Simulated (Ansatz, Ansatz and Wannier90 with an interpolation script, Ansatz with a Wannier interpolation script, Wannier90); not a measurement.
An input for Ansatz 0.2.0 (SiO2 (Stishovite)):

```yaml
crystal:
  lattice:
    - [4.1773, 0.0, 0.0]
    - [0.0, 4.1773, 0.0]
    - [0.0, 0.0, 2.6652]
  atoms:
    - { symbol: Si, position: [0.0, 0.0, 0.0] }
    - { symbol: Si, position: [0.5, 0.5, 0.5] }
    - { symbol: O, position: [0.3061208024, 0.3061208024, 0.0] }
    - { symbol: O, position: [0.1938791976, 0.8061208024, 0.5] }
    - { symbol: O, position: [0.6938791976, 0.6938791976, 0.0] }
    - { symbol: O, position: [0.8061208024, 0.1938791976, 0.5] }
kpoints:
  mp_grid: { grid: [4, 4, 6] }
hamiltonian:
  xc: lda
scf:
  occupations: { method: fixed }
gw:
  n_empty_bands: 156
  ecut_chi: 130.0
  qp_bands: [v12, c4]
  screening: { model: contour_deformation }
```

```sh
ansatz run input.yaml --threads 14 --pin off --max-ram 73728MiB --backend cpu --events-out ev --progress --plain --runs-dir out
```

Estimate wall time and host memory on 14 threads of Arm Neoverse V2, shared host.

It took 46 s; on shared hardware allow 23 s to 92 s. Peak host memory was 0.96 GiB. The sizes that set the cost: 913 plane waves a state, 24 irreducible k points, 172 bands summed, 161 plane waves in the screening and 6 SCF cycles.

The screening grows as filled bands × empty bands × pairs of k points, times the square of the screening basis for the matrix.

[Paths, hosts, dates, memory and timing lines, banners, echoed tables and standing remarks are left out of the program output.]

[Logs are printed without paths, hosts, clocks, repeated set-up lines and the standing remarks that a program may print on its own settings, such as how far it seeks lower states.]

[Runs of the session that timed out or met a known fault of the program may be left out.]

[Hosts, paths, dates, database ids (printed as entryN), source tags and the programs' standing remarks are cut or masked in the printed files.]
